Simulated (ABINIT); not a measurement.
## Beyond one shot: AlN (F-43m)

Wanted: G0W0 and self-consistent gaps of AlN (F-43m), with the cost of the cycles.

Program: ABINIT 10.8.3. Level of theory: LDA and many-body steps on it, plane waves. Results are calculated unless marked as measured.

Report form: the programs' logs are mostly left out.

## Step 1: Set-up

It takes space group F-43m (No. 216, cubic). The conventional cell has a = 4.368 Å, b = 4.368 Å, c = 4.368 Å, α = 90.00°, β = 90.00°, γ = 90.00°. Al has 4 N at 1.89 Å nearest. Nearest to N lie 4 Al at 1.89 Å. Farther neighbours and most contacts between anions are not listed.

As a file:

```cif
data_structure
_symmetry_space_group_name_H-M 'F-43m'
_symmetry_Int_Tables_number 216
_cell_length_a 4.3680
_cell_length_b 4.3680
_cell_length_c 4.3680
_cell_angle_alpha 90.000
_cell_angle_beta 90.000
_cell_angle_gamma 90.000
_cell_volume 83.34
loop_
_atom_site_label
_atom_site_type_symbol
_atom_site_symmetry_multiplicity
_atom_site_Wyckoff_symbol
_atom_site_fract_x
_atom_site_fract_y
_atom_site_fract_z
_atom_site_occupancy
Al1 Al 4 a 0.00000 0.00000 0.00000 1
N1 N 4 c 0.25000 0.25000 0.25000 1
```

The cell and positions are those that the Materials Project relaxed with its own functionals (PBE, PBE+U or r2SCAN), kept fixed. This is not the form that AlN usually takes at ambient conditions.

## Step 2: Empty states on the mesh, 6×6×6 mesh, 112 bands

This step: ABINIT 10.8.3; DFT, LDA, plane waves, norm-conserving pseudopotentials.

The sums over transitions need many empty states on a uniform mesh; this step solves for them.

run.abi reads:

```
acell 3*1.0 Angstrom
rprim 
  -0.000000000000 2.183993559600 2.183993559600
  2.183993559600 -0.000000000000 2.183993559600
  2.183993559600 2.183993559600 -0.000000000000
ntypat 2
znucl 13 7
natom 2
typat 1 2
xred 
  0.000000000000 0.000000000000 0.000000000000
  0.750000000000 0.750000000000 0.750000000000
pp_dirpath "pseudos"
pseudos "Al.upf, N.upf"
ecut 36
ngkpt 6 6 6
nshiftk 1
shiftk 0 0 0
kptopt 1
chksymbreak 0
irdden 1
istwfk *1
nband 112
prtvol 0
optdriver 6
gwr_task "HDIAGO"
paral_kgb 0
occopt 1
indata_prefix "in"
outdata_prefix "out"
tmpdata_prefix "tmp"
```

Command:

```
> OMP_NUM_THREADS=1 mpirun -n 4 abinit run.abi > log
```

Run time: 11 s. Hardware: 4 MPI ranks of Arm Neoverse V2, shared host; peak memory 0.71 GiB.

This step gave:

```
gap                                                           : 3.259 eV
k of the valence top                                          : 0, 0, 0
k of the conduction bottom                                    : 0.5, 0.5, 0
least direct gap                                              : 4.243 eV
k points computed                                             : 16
lowest point of the top converged band, above the valence top : 146.1296 eV
```

On this mesh the gap is 3.259 eV.

The density comes from a self-consistent run that is not shown.

## Step 3: Screening, 6×6×6 mesh, 104 bands, screening to 244.9 eV

The RPA dielectric matrix is built and inverted for each q.

This step: RPA screening on LDA, plane waves, norm-conserving pseudopotentials.

Edit run.abi of step 2 so:

```diff
@@ -20,10 +20,11 @@
 chksymbreak 0
-irdden 1
 istwfk *1
-nband 112
-prtvol 0
-optdriver 6
-gwr_task "HDIAGO"
-paral_kgb 0
 occopt 1
+irdwfk 1
+optdriver 3
+nband 104
+ecuteps 9
+inclvkb 2
+awtr 1
+symchi 1
 indata_prefix "in"
```

Run time: 34 s. Hardware: 4 MPI ranks; peak memory 0.76 GiB; 2.3 min of CPU time.

This step gave:

```
ε∞ with local fields, on this mesh, along the program's q direction : 4.408
the same without local fields                                       : 4.854
plasma frequency                                                    : 23.01 eV
plane waves in the screening matrix                                 : 169
```

Local fields lower ε∞ by 9 %.

## Step 4: G0W0

The self-energy is evaluated for the states that the input lists, and the levels follow from it, in one-shot runs by the linearised quasiparticle equation.

This step: G0W0 on LDA, plane waves, norm-conserving pseudopotentials.

Edit run.abi of step 3 so:

```diff
@@ -23,8 +23,19 @@
 irdwfk 1
-optdriver 3
+optdriver 4
 nband 104
+gwcalctyp 0
+ecutsigx 36
+symsigma 1
+nkptgw 3
+kptgw 
+  0.0000000000 0.0000000000 0.0000000000
+  0.5000000000 0.5000000000 0.0000000000
+  0.5000000000 0.0000000000 0.0000000000
+bdgw 
+  2 8
+  3 6
+  3 6
 ecuteps 9
-inclvkb 2
-awtr 1
-symchi 1
+irdscr 1
+ppmodel 1
 indata_prefix "in"
```

It took 13 s on 4 MPI ranks; peak memory 0.84 GiB.

Numbers from this step:

```
G0W0 gap on the points computed              : 4.750 eV
starting gap on the mesh                     : 3.259 eV
k of the valence top                         : 0, 0, 0
k of the conduction bottom                   : 0.5, 0.5, 0
Z at the valence top                         : 0.784
Z at the conduction bottom                   : 0.834
least direct G0W0 gap on the computed points : 5.797 eV
```

The gap on the mesh goes from 3.26 eV to 4.75 eV, a correction of +1.49 eV.

## Step 5: evGW0, cycle 1

This step: evGW0 on LDA, plane waves, norm-conserving pseudopotentials.

Edit run.abi of step 4 so:

```diff
@@ -25,14 +25,40 @@
 nband 104
-gwcalctyp 0
+gwcalctyp 10
 ecutsigx 36
 symsigma 1
-nkptgw 3
+nkptgw 16
 kptgw 
   0.0000000000 0.0000000000 0.0000000000
+  0.1666666667 0.0000000000 0.0000000000
+  0.3333333333 0.0000000000 0.0000000000
+  0.5000000000 0.0000000000 0.0000000000
+  0.1666666667 0.1666666667 0.0000000000
+  0.3333333333 0.1666666667 0.0000000000
+  0.5000000000 0.1666666667 0.0000000000
+  -0.3333333333 0.1666666667 0.0000000000
+  -0.1666666667 0.1666666667 0.0000000000
+  0.3333333333 0.3333333333 0.0000000000
+  0.5000000000 0.3333333333 0.0000000000
+  -0.3333333333 0.3333333333 0.0000000000
   0.5000000000 0.5000000000 0.0000000000
-  0.5000000000 0.0000000000 0.0000000000
+  0.5000000000 0.3333333333 0.1666666667
+  -0.3333333333 0.3333333333 0.1666666667
+  -0.3333333333 0.5000000000 0.1666666667
 bdgw 
-  2 8
-  3 6
-  3 6
+  1 13
+  1 13
+  1 13
+  1 13
+  1 13
+  1 13
+  1 13
+  1 13
+  1 13
+  1 13
+  1 13
+  1 13
+  1 13
+  1 13
+  1 13
+  1 13
 ecuteps 9
```

Run time: 8.6 min. Hardware: 4 MPI ranks; peak memory 0.99 GiB; 34 min of CPU time.

This step gave:

| Item | Value |
| --- | --- |
| quasiparticle gap on the mesh | 5.119 eV |
| gap of the density functional on the mesh | 3.259 eV |
| k of the valence top | 0, 0, 0 |
| k of the conduction bottom | 0.5, 0.5, 0 |
| Z at the valence top | 0.784 |
| Z at the conduction bottom | 0.834 |
| least direct quasiparticle gap on the computed points | 6.198 eV |

Against G0W0 in ABINIT (6×6×6 mesh, 104 bands, screening to 244.9 eV, Godby-Needs plasmon pole), the gap moves by +0.369 eV. This first cycle still uses the starting levels; it takes the full correction, at all points of the mesh, and its linearised value is 4.750 eV.

## Step 6: evGW0, cycle 2

The corrected levels of the last cycle go back in.

Edit run.abi of step 5 so:

```diff
@@ -66,2 +66,3 @@
 ppmodel 1
+irdqps 1
 indata_prefix "in"
```

Wall time 8.6 min (4 MPI ranks); peak memory 0.99 GiB; 34 min of CPU time.

Numbers from this step:

| Property | Result |
| --- | --- |
| quasiparticle gap on the mesh | 5.019 eV |
| gap of the density functional on the mesh | 3.259 eV |
| k of the valence top | 0, 0, 0 |
| k of the conduction bottom | 0.5, 0.5, 0 |
| least direct quasiparticle gap on the computed points | 6.062 eV |

Against the cycle before, the gap moves by −0.100 eV.

## Step 7: evGW0, cycle 3

run.abi is that of step 6.

Elapsed: 8.6 min, on 4 MPI ranks; peak memory 0.99 GiB.

Numbers from this step:

* quasiparticle gap on the mesh: 5.020 eV
* gap of the density functional on the mesh: 3.259 eV
* k of the valence top: 0, 0, 0
* k of the conduction bottom: 0.5, 0.5, 0
* least direct quasiparticle gap on the computed points: 6.068 eV

Against the cycle before, the gap moves by +0.001 eV.

## Step 8: Screening, 6×6×6 mesh, 104 bands, screening to 244.9 eV

This step: RPA screening on LDA, plane waves, norm-conserving pseudopotentials.

run.abi reads:

```
acell 3*1.0 Angstrom
rprim 
  -0.000000000000 2.183993559600 2.183993559600
  2.183993559600 -0.000000000000 2.183993559600
  2.183993559600 2.183993559600 -0.000000000000
ntypat 2
znucl 13 7
natom 2
typat 1 2
xred 
  0.000000000000 0.000000000000 0.000000000000
  0.750000000000 0.750000000000 0.750000000000
pp_dirpath "pseudos"
pseudos "Al.upf, N.upf"
ecut 36
ngkpt 6 6 6
nshiftk 1
shiftk 0 0 0
kptopt 1
chksymbreak 0
istwfk *1
occopt 1
irdwfk 1
optdriver 3
nband 104
ecuteps 9
inclvkb 2
awtr 1
symchi 1
gwcalctyp 10
mbpt_sciss 2.104 eV
nqptdm 1
qptdm 
  0 0 0
indata_prefix "in"
outdata_prefix "out"
tmpdata_prefix "tmp"
```

It took 3.5 s on 4 MPI ranks; peak memory 0.67 GiB.

This step gave:

```yaml
eps_infinity_with_local_fields_on_this_mesh_along_the_program_s_q_direction: 3.771
the_same_without_local_fields: 4.095
plasma_frequency: 23.01 eV
plane_waves_in_the_screening_matrix: 169
```

This screening uses the functional's bands under a rigid shift, the mean opening of the cycle before.

## Step 9: Screening, 6×6×6 mesh, 104 bands, screening to 244.9 eV

This step: RPA screening on LDA from quasiparticle energies, plane waves, norm-conserving pseudopotentials.

Edit run.abi of step 8 so:

```diff
@@ -29,7 +29,21 @@
 symchi 1
+irdqps 1
 gwcalctyp 10
-mbpt_sciss 2.104 eV
-nqptdm 1
+nqptdm 15
 qptdm 
-  0 0 0
+  0.1666666667 0.0000000000 0.0000000000
+  0.3333333333 0.0000000000 0.0000000000
+  0.5000000000 0.0000000000 0.0000000000
+  0.1666666667 0.1666666667 0.0000000000
+  0.3333333333 0.1666666667 0.0000000000
+  0.5000000000 0.1666666667 0.0000000000
+  -0.3333333333 0.1666666667 0.0000000000
+  -0.1666666667 0.1666666667 0.0000000000
+  0.3333333333 0.3333333333 0.0000000000
+  0.5000000000 0.3333333333 0.0000000000
+  -0.3333333333 0.3333333333 0.0000000000
+  0.5000000000 0.5000000000 0.0000000000
+  0.5000000000 0.3333333333 0.1666666667
+  -0.3333333333 0.3333333333 0.1666666667
+  -0.3333333333 0.5000000000 0.1666666667
 indata_prefix "in"
```

mrgscr.stdin reads:

```
2
merged
q0_SCR
out_SCR
1
```

Command:

```
> OMP_NUM_THREADS=1 mpirun -n 4 abinit run.abi > log; mrgscr < mrgscr.stdin
```

Wall time 36 s (4 MPI ranks); peak memory 0.75 GiB.

Numbers from this step:

| Item | Value |
| --- | --- |
| plasma frequency | 23.01 eV |
| plane waves in the screening matrix | 169 |

This screening reads the quasiparticle levels of the cycle before.

## Step 10: evGW, cycle 1

This step: evGW on LDA, plane waves, norm-conserving pseudopotentials.

Edit run.abi of step 9 so:

```diff
@@ -23,12 +23,10 @@
 irdwfk 1
-optdriver 3
+optdriver 4
 nband 104
-ecuteps 9
-inclvkb 2
-awtr 1
-symchi 1
-irdqps 1
 gwcalctyp 10
-nqptdm 15
-qptdm 
+ecutsigx 36
+symsigma 1
+nkptgw 16
+kptgw 
+  0.0000000000 0.0000000000 0.0000000000
   0.1666666667 0.0000000000 0.0000000000
@@ -48,2 +46,23 @@
   -0.3333333333 0.5000000000 0.1666666667
+bdgw 
+  1 13
+  1 13
+  1 13
+  1 13
+  1 13
+  1 13
+  1 13
+  1 13
+  1 13
+  1 13
+  1 13
+  1 13
+  1 13
+  1 13
+  1 13
+  1 13
+ecuteps 9
+irdscr 1
+ppmodel 1
+irdqps 1
 indata_prefix "in"
```

Command:

```
> OMP_NUM_THREADS=1 mpirun -n 4 abinit run.abi > log
```

It took 8.6 min on 4 MPI ranks; peak memory 0.99 GiB; 35 min of CPU time.

Numbers from this step:

```yaml
quasiparticle_gap_on_the_mesh: 5.443 eV
gap_of_the_density_functional_on_the_mesh: 3.259 eV
k_of_the_valence_top: 0, 0, 0
k_of_the_conduction_bottom: 0.5, 0.5, 0
least_direct_quasiparticle_gap_on_the_computed_points: 6.495 eV
```

Against G0W0 in ABINIT (6×6×6 mesh, 104 bands, screening to 244.9 eV, Godby-Needs plasmon pole), the gap moves by +0.693 eV.

## Step 11: Screening, 6×6×6 mesh, 104 bands, screening to 244.9 eV

This step: RPA screening on LDA, plane waves, norm-conserving pseudopotentials.

run.abi reads:

```
acell 3*1.0 Angstrom
rprim 
  -0.000000000000 2.183993559600 2.183993559600
  2.183993559600 -0.000000000000 2.183993559600
  2.183993559600 2.183993559600 -0.000000000000
ntypat 2
znucl 13 7
natom 2
typat 1 2
xred 
  0.000000000000 0.000000000000 0.000000000000
  0.750000000000 0.750000000000 0.750000000000
pp_dirpath "pseudos"
pseudos "Al.upf, N.upf"
ecut 36
ngkpt 6 6 6
nshiftk 1
shiftk 0 0 0
kptopt 1
chksymbreak 0
istwfk *1
occopt 1
irdwfk 1
optdriver 3
nband 104
ecuteps 9
inclvkb 2
awtr 1
symchi 1
gwcalctyp 10
mbpt_sciss 2.568 eV
nqptdm 1
qptdm 
  0 0 0
indata_prefix "in"
outdata_prefix "out"
tmpdata_prefix "tmp"
```

Run time: 3.2 s. Hardware: 4 MPI ranks; peak memory 0.72 GiB; 12 s of CPU time.

This step gave:

```
ε∞ with local fields, on this mesh, along the program's q direction : 3.664
the same without local fields                                       : 3.969
plasma frequency                                                    : 23.01 eV
plane waves in the screening matrix                                 : 169
```

This screening uses the functional's bands under a rigid shift, the mean opening of the cycle before.

## Step 12: Screening, 6×6×6 mesh, 104 bands, screening to 244.9 eV

This step: RPA screening on LDA from quasiparticle energies, plane waves, norm-conserving pseudopotentials.

Edit run.abi of step 11 so:

```diff
@@ -29,7 +29,21 @@
 symchi 1
+irdqps 1
 gwcalctyp 10
-mbpt_sciss 2.568 eV
-nqptdm 1
+nqptdm 15
 qptdm 
-  0 0 0
+  0.1666666667 0.0000000000 0.0000000000
+  0.3333333333 0.0000000000 0.0000000000
+  0.5000000000 0.0000000000 0.0000000000
+  0.1666666667 0.1666666667 0.0000000000
+  0.3333333333 0.1666666667 0.0000000000
+  0.5000000000 0.1666666667 0.0000000000
+  -0.3333333333 0.1666666667 0.0000000000
+  -0.1666666667 0.1666666667 0.0000000000
+  0.3333333333 0.3333333333 0.0000000000
+  0.5000000000 0.3333333333 0.0000000000
+  -0.3333333333 0.3333333333 0.0000000000
+  0.5000000000 0.5000000000 0.0000000000
+  0.5000000000 0.3333333333 0.1666666667
+  -0.3333333333 0.3333333333 0.1666666667
+  -0.3333333333 0.5000000000 0.1666666667
 indata_prefix "in"
```

mrgscr.stdin is that of step 9.

Command:

```
> OMP_NUM_THREADS=1 mpirun -n 4 abinit run.abi > log; mrgscr < mrgscr.stdin
```

It took 35 s on 4 MPI ranks; peak memory 0.75 GiB.

This step gave:

| Item | Value |
| --- | --- |
| plasma frequency | 23.01 eV |
| plane waves in the screening matrix | 169 |

This screening reads the quasiparticle levels of the cycle before.

(Part 1 of 2 ends here.)

[Paths, hosts, dates, memory and timing lines, banners, echoed tables and standing remarks are left out of the program output.]

[Logs are printed without paths, hosts, clocks, repeated set-up lines and the standing remarks that a program may print on its own settings, such as how far it seeks lower states.]

[Runs of the session that timed out or met a known fault of the program may be left out.]

[Hosts, paths, dates, database ids (printed as entryN), source tags and the programs' standing remarks are cut or masked in the printed files.]

[G0W0 gaps are taken among the corrected bands and points alone; a level outside them can change the order at an edge.]

[Where Ansatz stands beside ABINIT at settings called matched, ABINIT's density can come from a denser mesh and the files from another edition; pairs whose starting gaps differed by over 0.03 eV were left out, so agreement reads better than it is.]
